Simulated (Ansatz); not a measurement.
# MgTiF6 (R-3): what size, symmetry and threads cost in G0W0

Wanted: scaling of time and memory of G0W0 for MgTiF6 (R-3), at one physical accuracy.

Calculated with Ansatz 0.2.0; G0W0 on r2SCAN, plane waves, PAW.

## Step 1: The structure

It takes space group R-3 (No. 148, trigonal). Conventional cell: a = 5.217 Å, b = 5.217 Å, c = 13.334 Å, α = 90.00°, β = 90.00°, γ = 120.00°. Nearest to Mg lie 6 F at 1.97 Å. Nearest to Ti lie 6 F at 1.87 Å. F has 1 Ti at 1.87 Å and 1 Mg at 1.97 Å nearest. Farther neighbours, and contacts between anions beyond the nearest, are not listed.

The cell and positions are those that the Materials Project relaxed with its own functionals (PBE, PBE+U or r2SCAN), kept fixed. The default PAW set here is soft_2. Its files were made with PBE.

## Step 2: 8 atoms (1×1×1 cells), 2×2×2 mesh

G0W0 replaces the xc potential by the self-energy, built once from these orbitals. Only a window of levels is corrected, while the sums run over the empty bands that the input names.

input.yaml reads:

```yaml
crystal:
  lattice:
    - [2.6082800939, 1.5058912144, 4.444507564]
    - [-2.6082800939, 1.5058912144, 4.444507564]
    - [0.0, -3.0117824287, 4.444507564]
  atoms:
    - { symbol: Mg, position: [0.5, 0.5, 0.5] }
    - { symbol: Ti, position: [0.0, 0.0, 0.0] }
    - { symbol: F, position: [0.67161765, 0.84245558, 0.24224433] }
    - { symbol: F, position: [0.84245558, 0.24224433, 0.67161765] }
    - { symbol: F, position: [0.75775567, 0.32838235, 0.15754442] }
    - { symbol: F, position: [0.15754442, 0.75775567, 0.32838235] }
    - { symbol: F, position: [0.32838235, 0.15754442, 0.75775567] }
    - { symbol: F, position: [0.24224433, 0.67161765, 0.84245558] }
kpoints:
  mp_grid: { grid: [2, 2, 2] }
hamiltonian:
  xc: r2scan
scf:
  occupations: { method: fixed }
gw:
  n_empty_bands: 110
  ecut_chi: 60.0
  qp_bands: [v1, c1]
  qp_kpoints: band_edges
  screening: { model: contour_deformation }
```

Command:

```sh
> ansatz run input.yaml --threads 16 --pin off --max-ram 36864MiB --backend cpu --events-out ev --progress --plain --runs-dir out
```

The program printed:

```text
Engine: ansatz 0.2.0, aarch64-unknown-linux-gnu
Pseudopotentials: kind: paw
Pseudopotential: Mg, paw, valence charge 10, recommended cutoff 500 eV (meta_gga), Mg.paw.azcp
Pseudopotential: Ti, paw, valence charge 12, recommended cutoff 500 eV (meta_gga), Ti.paw.azcp
Pseudopotential: F, paw, valence charge 7, recommended cutoff 500 eV (meta_gga), F.paw.azcp
Functional definition: r2SCAN
  parameter k0 = 0.174
  parameter k1 = 0.065
  parameter a1 = 4.9479
  exchange = r2scan_x(k0 = k0, k1 = k1, a1 = a1)
  correlation = r2scan_c
Crystal: 8 atoms, lattice volume = 104.742 Å³
Basis set: ecut = 500 eV, 2687 PW (Γ), exchange–correlation on 160×160×160 points (64 copies of the dense FFT grid, shifted against one another)
Bands: 40, of which v1, the nominal top of the filled ones, is band 32 counted from 1 (31 counted from 0)
Symmetry: 6 space group operations
Space group: R-3 (ITA 148), of the structure as read, at distance tolerance 4.7e-5 Å
k-points: 4 of 8
Non-local potential: Mg, projectors of the file, l = 0: 3, l = 1: 2, l = 2: 1
Non-local potential: Ti, projectors of the file, l = 0: 3, l = 1: 2, l = 2: 3, l = 3: 1
Non-local potential: F, projectors of the file, l = 0: 2, l = 1: 2, l = 2: 1
PAW form: soft (Blöchl's): semilocal exchange-correlation on the pseudo side does not see the compensation charge
PAW frozen core: Mg, regenerated for the run's functional (the file was generated under x = pbe(κ = 0.804, μ = 0.219515), c = pbe(β = 0.066725))
PAW frozen core: Ti, regenerated for the run's functional (the file was generated under x = pbe(κ = 0.804, μ = 0.219515), c = pbe(β = 0.066725))
PAW frozen core: F, regenerated for the run's functional (the file was generated under x = pbe(κ = 0.804, μ = 0.219515), c = pbe(β = 0.066725))
PAW one-centre angular grid: Mg, 302 points (default); XC on 224 Gauss nodes
PAW one-centre angular grid: Ti, 590 points (default); XC on 160 Gauss nodes
PAW one-centre angular grid: F, 302 points (default); XC on 160 Gauss nodes
Initial density: superposition of atomic densities (neutral atoms: chi_scale 0, normalization atom), corrected by the library's trained network
Initial wavefunctions: pseudopotential atomic-orbital guess
Functional: x = r2scan, c = r2scan; τ floored in thin density (d = 2e-4 eV/Å³)
SCF iter   1: F=—  HF=-9301.999639 eV  |F-HF|=—  |Δ(HF+E_count)|=         —  Δρ=1.78e-2  dr2=4.09e-1  dr2_τ=2.60e-1  ethr=1.77e-3  ⟨swp⟩=4.0  Hψ=539  notcnv=0  defer=20
preconditioner: auto → Resta (q_TF=auto, 2.513 Å⁻¹)  ε∞=3.5  [insulator: Δε(μ)=6.002 eV  Ē_g=15.835 eV  n_scr=26 (ndim 8)  ℏωp=25.1 eV  f_vac=0.224  ε∞_Penn≈3.5]
SCF iter   2: F=—  HF=-9302.036903 eV  |F-HF|=—  |Δ(HF+E_count)|=   3.73e-2  Δρ=8.09e-3  dr2=2.92e-2  dr2_τ=1.38e-2  ethr=6.40e-4  ⟨swp⟩=3.0  Hψ=328  notcnv=0  defer=16
SCF iter   3: F=—  HF=-9302.033738 eV  |F-HF|=—  |Δ(HF+E_count)|=   3.17e-3  Δρ=2.58e-3  dr2=3.00e-3  dr2_τ=5.51e-4  ethr=4.56e-5  ⟨swp⟩=2.5  Hψ=248  notcnv=0  defer=20
SCF iter   4: F=—  HF=-9302.033882 eV  |F-HF|=—  |Δ(HF+E_count)|=   1.45e-4  Δρ=7.51e-4  dr2=2.56e-4  dr2_τ=5.14e-5  ethr=4.69e-6  ⟨swp⟩=2.0  Hψ=230  notcnv=0  defer=22
SCF iter   5: F=—  HF=-9302.033894 eV  |F-HF|=—  |Δ(HF+E_count)|=   1.16e-5  Δρ=8.94e-5  dr2=6.94e-6  dr2_τ=8.94e-7  ethr=4.01e-7  ⟨swp⟩=2.2  Hψ=252  notcnv=0  defer=21
SCF iter   6: F=—  HF=-9302.033900 eV  |F-HF|=—  |Δ(HF+E_count)|=   5.85e-6  Δρ=1.78e-5  dr2=2.81e-7  dr2_τ=3.46e-8  ethr=1.08e-8  ⟨swp⟩=2.2  Hψ=252  notcnv=0  defer=9
SCF iter   7: F=-9302.033900 eV  HF=-9302.033900 eV  |F-HF|=5.56e-8  |Δ(HF+E_count)|=   6.69e-7  Δρ=4.99e-6  dr2=3.15e-8  dr2_τ=1.27e-9  ethr=1.56e-10  ⟨swp⟩=10.0  Hψ=549  notcnv=0
SCF 1 converged in 7 iterations: F = -9302.033900 eV  dr2 = 3.15e-8
[...]
NSCF: frozen V_eff on 4 k-points
G₀W₀ screening: q 1/4
[... further progress lines ...]
NSCF: frozen V_eff on 1 k-points
NSCF: frozen V_eff on 1 k-points
[...]
SCF converged after 7 iterations
Free energy (F): -9302.033900 eV
Harris-Foulkes:  -9302.033900 eV  (|F-HF|=5.56e-8)
Internal energy: -9302.033900 eV  (E = F + TS)
E sigma→0 (E₀):  -9302.033900 eV
Fermi energy:    -0.180927 eV
--- Per-component energies (eV) ---
  E_band       = -1005.572715
  E_kinetic    = 1596.881464
  E_local      = -7007.547983  (includes V_loc(G=0)·N_el)
  E_nonlocal   = 531.644795
  E_hartree    = 2657.704241
  E_xc         = -597.048162
  E_vxc        = -872.351788  (∫ρ·V_xc dr)
  E_paw        = -2567.510491  (= ΣΔE_a)
  E_vpaw       = -633.421661  (= ΣTr[D̂ρ^β])
  E_aug_tail   = 0.006231  (compensation charges beyond the density's cutoff)
  E_vtau       = 63.806824  (kinetic-family band-sum trace: ∫τ·v_τ [+ j·A + Jᵃ·Aᵃ] dr)
  E_ewald      = -3915.695980
  E_core_change = -0.468014  (= ΣΔE_core)
  E_smearing   = -0.000000  (= −TS)
  E_closure    = -0.000000  (closes the sum)
  Σ components = -9302.033900   (vs F -9302.033900, Δ=0.00e0)
--- Band table (eV) ---
  k-point 0: bands = [... 28 lower, -0.5420, -0.4081, -0.1809, -0.1809, 5.1473, 5.1473, 5.1475, 7.9146, ... 4 higher]
  k-point 1: bands = [... 28 lower, -0.5410, -0.4737, -0.4213, -0.3234, 5.1568, 5.1907, 5.2550, 7.7676, ... 4 higher]
  k-point 2: bands = [... 28 lower, -0.7085, -0.6020, -0.5977, -0.2254, 5.1391, 5.2348, 5.3148, 7.4702, ... 4 higher]
  k-point 3: bands = [... 28 lower, -0.5304, -0.5304, -0.4419, -0.4419, 5.2043, 5.2491, 5.2491, 7.7996, ... 4 higher]
--- G₀W₀: contour deformation, 6 samples at zero and on the imaginary axis and 0 off it, 8 q-points, 110 empty bands' worth ---
  eigenvalues of the whole cell's RPA ε∞ on this k-mesh (on a slab, of 1 + 4πα/V) = 2.1590, 2.1590, 2.1801; static W/v taken at q = 0 is 0.461706
  bands read: the sum over 142 bands ends inside a degenerate multiplet in 1 slot, whose members it reads at an even weight; the widest, k=0: bands 142 to 143 (counted from 1) at 1/2 each
  gw.qp_kpoints: band_edges: 4 of 4 stored k-points solved, in 1 pass; an edge of the gap read off the rows below is read off those points alone
  `?` marks the rows in doubt; gw_qp.tsv's column doubts and the gw_qp event give each row's grounds
    ik  band        ε_KS         Σx   Σc(E_QP)       V_xc       Z   E_QP_lin       E_QP  E_QP is
     0    32     -0.1809   -32.2193     5.6759   -25.0533  0.7724    -1.7111    -1.6711  root
     0    33      5.1473   -14.4155    -5.8261   -23.1100  0.7760     8.1601     8.0158  root ?
     1    32     -0.3234   -32.0417     5.6807   -24.8548  0.7712    -1.8715    -1.8297  root
     1    33      5.1568   -14.4388    -5.8148   -23.1172  0.7760     8.1642     8.0204  root ?
     2    32     -0.2254   -32.1537     5.6624   -24.9994  0.7722    -1.7576    -1.7174  root
     2    33      5.1391   -14.3163    -5.8631   -23.0455  0.7759     8.1494     8.0052  root ?
     3    32     -0.4419   -31.8376     5.6571   -24.6687  0.7701    -1.9967    -1.9537  root
     3    33      5.2043   -14.5426    -5.7793   -23.1706  0.7757     8.1950     8.0530  root ?
```

Wall time 2.6 s (16 threads of Arm Neoverse V2, shared host); peak memory 0.73 GiB.

The column dr2 measures how far the density is from self-consistency, as an energy; F and HF (Harris–Foulkes) agree once it is small.

Numbers from this step:

- bands summed: 142
- RPA ε∞ on this mesh (eigenvalues): 2.159, 2.159, 2.180
- plane waves in the screening matrix: 113
- q-points in the mesh: 8
- G0W0 gap on the mesh: 9.676 eV
- k of the valence top: 0, 0, 0
- k of the conduction bottom: 0, -0.5, -0.5
- starting gap on the mesh: 5.320 eV
- Z at the valence top: 0.7724
- Z at the conduction bottom: 0.7759
- least direct G0W0 gap on the computed points: 9.687 eV

The gap on the mesh goes from 5.32 eV to 9.68 eV, a correction of +4.36 eV. The program marks an edge row as in doubt. Between the two edge states, bare exchange in place of the xc potential would open the gap by 15.90 eV, and correlation takes back 11.54 eV.

## Step 3: No symmetry, 2×2×2 mesh

Edit input.yaml of step 2 so:

```diff
@@ -14,2 +14,3 @@
     - { symbol: F, position: [0.24224433, 0.67161765, 0.84245558] }
+  symmetry: { detect: false }
 kpoints:
```

The program printed:

```text
[...]
Crystal: 8 atoms, lattice volume = 104.742 Å³
Basis set: ecut = 500 eV, 2687 PW (Γ), exchange–correlation on 160×160×160 points (64 copies of the dense FFT grid, shifted against one another)
Bands: 40, of which v1, the nominal top of the filled ones, is band 32 counted from 1 (31 counted from 0)
Symmetry: 1 space group operations
k-points: 8
[...]
5    33      5.1391   -14.3163    -5.8631   -23.0455  0.7759     8.1495     8.0052  root ?
     6    32     -0.2254   -32.1537     5.6624   -24.9994  0.7722    -1.7576    -1.7174  root
     6    33      5.1391   -14.3163    -5.8631   -23.0455  0.7759     8.1495     8.0052  root ?
     7    32     -0.4419   -31.8377     5.6571   -24.6687  0.7701    -1.9967    -1.9537  root
     7    33      5.2043   -14.5426    -5.7793   -23.1706  0.7757     8.1950     8.0530  root ?
[key lines of the parts left out:]
SCF converged after 8 iterations
Free energy (F): -9302.033900 eV
Fermi energy:    -0.180938 eV
```

Elapsed: 5.1 s, on 16 threads; peak memory 0.96 GiB; 57 s of CPU time.

Numbers from this step:

| Quantity | Value |
| --- | --- |
| bands summed | 142 |
| RPA ε∞ on this mesh (eigenvalues) | 2.159, 2.159, 2.180 |
| plane waves in the screening matrix | 113 |
| G0W0 gap on the mesh | 9.676 eV |
| k of the valence top | 0, 0, 0 |
| k of the conduction bottom | -0.5, 0, -0.5 |
| starting gap on the mesh | 5.320 eV |
| least direct G0W0 gap on the computed points | 9.687 eV |

Against the run with 2×2×2 mesh, 110 empty bands, screening to 60 eV, the gap moves by +0.000 eV.

## Step 4: 1 thread, 2×2×2 mesh

Edit input.yaml of step 3 so:

```diff
@@ -14,3 +14,2 @@
     - { symbol: F, position: [0.24224433, 0.67161765, 0.84245558] }
-  symmetry: { detect: false }
 kpoints:
```

Command:

```sh
> ansatz run input.yaml --threads 1 --pin off --max-ram 36864MiB --backend cpu --events-out ev --progress --plain --runs-dir out
```

The program printed:

```text
[...]
Crystal: 8 atoms, lattice volume = 104.742 Å³
Basis set: ecut = 500 eV, 2687 PW (Γ), exchange–correlation on 160×160×160 points (64 copies of the dense FFT grid, shifted against one another)
Bands: 40, of which v1, the nominal top of the filled ones, is band 32 counted from 1 (31 counted from 0)
Symmetry: 6 space group operations
[...]
k-points: 4 of 8
[...]
1    33      5.1568   -14.4388    -5.8148   -23.1172  0.7760     8.1642     8.0204  root ?
     2    32     -0.2254   -32.1537     5.6624   -24.9994  0.7722    -1.7576    -1.7174  root
     2    33      5.1391   -14.3163    -5.8631   -23.0455  0.7759     8.1494     8.0052  root ?
     3    32     -0.4419   -31.8376     5.6571   -24.6687  0.7701    -1.9967    -1.9537  root
     3    33      5.2043   -14.5426    -5.7793   -23.1706  0.7757     8.1950     8.0530  root ?
[key lines of the parts left out:]
SCF converged after 7 iterations
Free energy (F): -9302.033900 eV
Fermi energy:    -0.180927 eV
```

It took 17 s on 1 thread; peak memory 0.52 GiB.

Numbers from this step:

* bands summed: 142
* RPA ε∞ on this mesh (eigenvalues): 2.159, 2.159, 2.180
* plane waves in the screening matrix: 113
* G0W0 gap on the mesh: 9.676 eV
* k of the valence top: 0, 0, 0
* k of the conduction bottom: 0, -0.5, -0.5
* starting gap on the mesh: 5.320 eV
* least direct G0W0 gap on the computed points: 9.687 eV

Against the run with 2×2×2 mesh, 110 empty bands, screening to 60 eV, the gap moves by +0.000 eV.

## Step 5: 2 threads, 2×2×2 mesh

input.yaml is that of step 4.

Command:

```sh
> ansatz run input.yaml --threads 2 --pin off --max-ram 36864MiB --backend cpu --events-out ev --progress --plain --runs-dir out
```

The program printed:

```text
[...]
Crystal: 8 atoms, lattice volume = 104.742 Å³
Basis set: ecut = 500 eV, 2687 PW (Γ), exchange–correlation on 160×160×160 points (64 copies of the dense FFT grid, shifted against one another)
Bands: 40, of which v1, the nominal top of the filled ones, is band 32 counted from 1 (31 counted from 0)
Symmetry: 6 space group operations
[...]
k-points: 4 of 8
[...]
1    33      5.1568   -14.4388    -5.8148   -23.1172  0.7760     8.1642     8.0204  root ?
     2    32     -0.2254   -32.1537     5.6624   -24.9994  0.7722    -1.7576    -1.7174  root
     2    33      5.1391   -14.3163    -5.8631   -23.0455  0.7759     8.1494     8.0052  root ?
     3    32     -0.4419   -31.8376     5.6571   -24.6687  0.7701    -1.9967    -1.9537  root
     3    33      5.2043   -14.5426    -5.7793   -23.1706  0.7757     8.1950     8.0530  root ?
[key lines of the parts left out:]
SCF converged after 7 iterations
Free energy (F): -9302.033900 eV
Fermi energy:    -0.180927 eV
```

Wall time 8.9 s (2 threads); peak memory 0.59 GiB; 17 s of CPU time.

Read from the output:

```
bands summed                                 : 142
RPA ε∞ on this mesh (eigenvalues)            : 2.159, 2.159, 2.180
plane waves in the screening matrix          : 113
G0W0 gap on the mesh                         : 9.676 eV
k of the valence top                         : 0, 0, 0
k of the conduction bottom                   : 0, -0.5, -0.5
starting gap on the mesh                     : 5.320 eV
least direct G0W0 gap on the computed points : 9.687 eV
```

Against the run with 2×2×2 mesh, 110 empty bands, screening to 60 eV, the gap moves by +0.000 eV.

## Step 6: 4 threads, 2×2×2 mesh

input.yaml is that of step 5.

Command:

```sh
> ansatz run input.yaml --threads 4 --pin off --max-ram 36864MiB --backend cpu --events-out ev --progress --plain --runs-dir out
```

The program printed:

```text
[...]
Crystal: 8 atoms, lattice volume = 104.742 Å³
Basis set: ecut = 500 eV, 2687 PW (Γ), exchange–correlation on 160×160×160 points (64 copies of the dense FFT grid, shifted against one another)
Bands: 40, of which v1, the nominal top of the filled ones, is band 32 counted from 1 (31 counted from 0)
Symmetry: 6 space group operations
[...]
k-points: 4 of 8
[...]
1    33      5.1568   -14.4388    -5.8148   -23.1172  0.7760     8.1642     8.0204  root ?
     2    32     -0.2254   -32.1537     5.6624   -24.9994  0.7722    -1.7576    -1.7174  root
     2    33      5.1391   -14.3163    -5.8631   -23.0455  0.7759     8.1494     8.0052  root ?
     3    32     -0.4419   -31.8376     5.6571   -24.6687  0.7701    -1.9967    -1.9537  root
     3    33      5.2043   -14.5426    -5.7793   -23.1706  0.7757     8.1950     8.0530  root ?
[key lines of the parts left out:]
SCF converged after 7 iterations
Free energy (F): -9302.033900 eV
Fermi energy:    -0.180927 eV
```

Run time: 5 s. Hardware: 4 threads; peak memory 0.72 GiB; 18 s of CPU time.

Numbers from this step:

(Unchanged from step 5.)

Against the run with 2×2×2 mesh, 110 empty bands, screening to 60 eV, the gap moves by +0.000 eV.

## Step 7: 8 threads, 2×2×2 mesh

input.yaml is that of step 6.

Command:

```sh
> ansatz run input.yaml --threads 8 --pin off --max-ram 36864MiB --backend cpu --events-out ev --progress --plain --runs-dir out
```

The program printed:

```text
[...]
Crystal: 8 atoms, lattice volume = 104.742 Å³
Basis set: ecut = 500 eV, 2687 PW (Γ), exchange–correlation on 160×160×160 points (64 copies of the dense FFT grid, shifted against one another)
Bands: 40, of which v1, the nominal top of the filled ones, is band 32 counted from 1 (31 counted from 0)
Symmetry: 6 space group operations
[...]
k-points: 4 of 8
[...]
1    33      5.1568   -14.4388    -5.8148   -23.1172  0.7760     8.1642     8.0204  root ?
     2    32     -0.2254   -32.1537     5.6624   -24.9994  0.7722    -1.7576    -1.7174  root
     2    33      5.1391   -14.3163    -5.8631   -23.0455  0.7759     8.1494     8.0052  root ?
     3    32     -0.4419   -31.8376     5.6571   -24.6687  0.7701    -1.9967    -1.9537  root
     3    33      5.2043   -14.5426    -5.7793   -23.1706  0.7757     8.1950     8.0530  root ?
[key lines of the parts left out:]
SCF converged after 7 iterations
Free energy (F): -9302.033900 eV
Fermi energy:    -0.180927 eV
```

The job ended after 3.9 s (8 threads; peak memory 0.71 GiB; 21 s of CPU time).

Numbers from this step:

(Unchanged from step 5.)

Against the run with 2×2×2 mesh, 110 empty bands, screening to 60 eV, the gap moves by +0.000 eV.

## Step 8: 16 atoms (1×1×2 cells), 2×2×1 mesh

input.yaml reads:

```yaml
crystal:
  lattice:
    - [2.6082800939, 1.5058912144, 4.444507564]
    - [-2.6082800939, 1.5058912144, 4.444507564]
    - [0.0, -6.0235648574, 8.889015128]
  atoms:
    - { symbol: Mg, position: [0.5, 0.5, 0.25] }
    - { symbol: Ti, position: [0.0, 0.0, 0.0] }
    - { symbol: F, position: [0.67161765, 0.84245558, 0.121122165] }
    - { symbol: F, position: [0.84245558, 0.24224433, 0.335808825] }
    - { symbol: F, position: [0.75775567, 0.32838235, 0.07877221] }
    - { symbol: F, position: [0.15754442, 0.75775567, 0.164191175] }
    - { symbol: F, position: [0.32838235, 0.15754442, 0.378877835] }
    - { symbol: F, position: [0.24224433, 0.67161765, 0.42122779] }
    - { symbol: Mg, position: [0.5, 0.5, 0.75] }
    - { symbol: Ti, position: [0.0, 0.0, 0.5] }
    - { symbol: F, position: [0.67161765, 0.84245558, 0.621122165] }
    - { symbol: F, position: [0.84245558, 0.24224433, 0.835808825] }
    - { symbol: F, position: [0.75775567, 0.32838235, 0.57877221] }
    - { symbol: F, position: [0.15754442, 0.75775567, 0.664191175] }
    - { symbol: F, position: [0.32838235, 0.15754442, 0.878877835] }
    - { symbol: F, position: [0.24224433, 0.67161765, 0.92122779] }
kpoints:
  mp_grid: { grid: [2, 2, 1] }
hamiltonian:
  xc: r2scan
scf:
  occupations: { method: fixed }
gw:
  n_empty_bands: 220
  ecut_chi: 60.0
  qp_bands: [v1, c1]
  qp_kpoints: band_edges
  screening: { model: contour_deformation }
```

Command:

```sh
> ansatz run input.yaml --threads 16 --pin off --max-ram 36864MiB --backend cpu --events-out ev --progress --plain --runs-dir out
```

The program printed:

```text
[...]
Crystal: 16 atoms, lattice volume = 209.485 Å³
Basis set: ecut = 500 eV, 5319 PW (Γ), exchange–correlation on 160×160×320 points (64 copies of the dense FFT grid, shifted against one another)
Bands: 80, of which v1, the nominal top of the filled ones, is band 64 counted from 1 (63 counted from 0)
Symmetry: 4 space group operations
[...]
k-points: 4
[...]
1    65      5.1391   -14.3163    -5.8626   -23.0455  0.7759     8.1500     8.0056  root ?
     2    64     -0.2254   -32.1537     5.6622   -24.9994  0.7722    -1.7578    -1.7175  root
     2    65      5.1391   -14.3163    -5.8630   -23.0455  0.7759     8.1496     8.0053  root ?
     3    64     -0.2254   -32.1538     5.6623   -24.9994  0.7722    -1.7578    -1.7175  root
     3    65      5.1391   -14.3163    -5.8629   -23.0455  0.7759     8.1497     8.0054  root ?
[key lines of the parts left out:]
SCF converged after 8 iterations
Free energy (F): -18604.067801 eV
Fermi energy:    -0.180936 eV
```

It took 9.2 s on 16 threads; peak memory 1.8 GiB.

Numbers from this step:

| Quantity | Value |
| --- | --- |
| bands summed | 284 |
| RPA ε∞ on this mesh (eigenvalues) | 2.159, 2.159, 2.180 |
| plane waves in the screening matrix | 225 |
| G0W0 gap on the mesh | 9.677 eV |
| k of the valence top | 0, 0, 0 |
| k of the conduction bottom | -0.5, 0, 0 |
| starting gap on the mesh | 5.320 eV |
| least direct G0W0 gap on the computed points | 9.687 eV |

The gap on the mesh goes from 5.32 eV to 9.68 eV, a correction of +4.36 eV. The program marks an edge row as in doubt. Between the two edge states, bare exchange in place of the xc potential would open the gap by 15.90 eV, and correlation takes back 11.54 eV.

(Continued in part 2 of 2.)

[Long decimals in the printed logs are rounded to 6 places.]

[Logs are printed without paths, hosts, clocks, repeated set-up lines and the standing remarks that a program may print on its own settings, such as how far it seeks lower states.]

[Paths, hosts, dates, memory and timing lines, banners, echoed tables and standing remarks are left out of the program output; an Ansatz launch command may be rebuilt from the run's recorded settings. Measured values are a selection of at most five: reports struck by readers or far from the other reports are left out. None is set beside runs whose start may be inverted or whose files or cutoffs have a known fault.]

[Runs of the session that timed out or met a known fault of the program may be left out.]

[Cells called generated may have been cut or substituted from an entry of the Crystallography Open Database or the Materials Project.]

[Hosts, paths, dates, database ids (printed as entryN), source tags and the programs' standing remarks are cut or masked in the printed files.]

[Where the starting crystal was built by hand or by swapping elements, it need not be the compound's stable phase.]
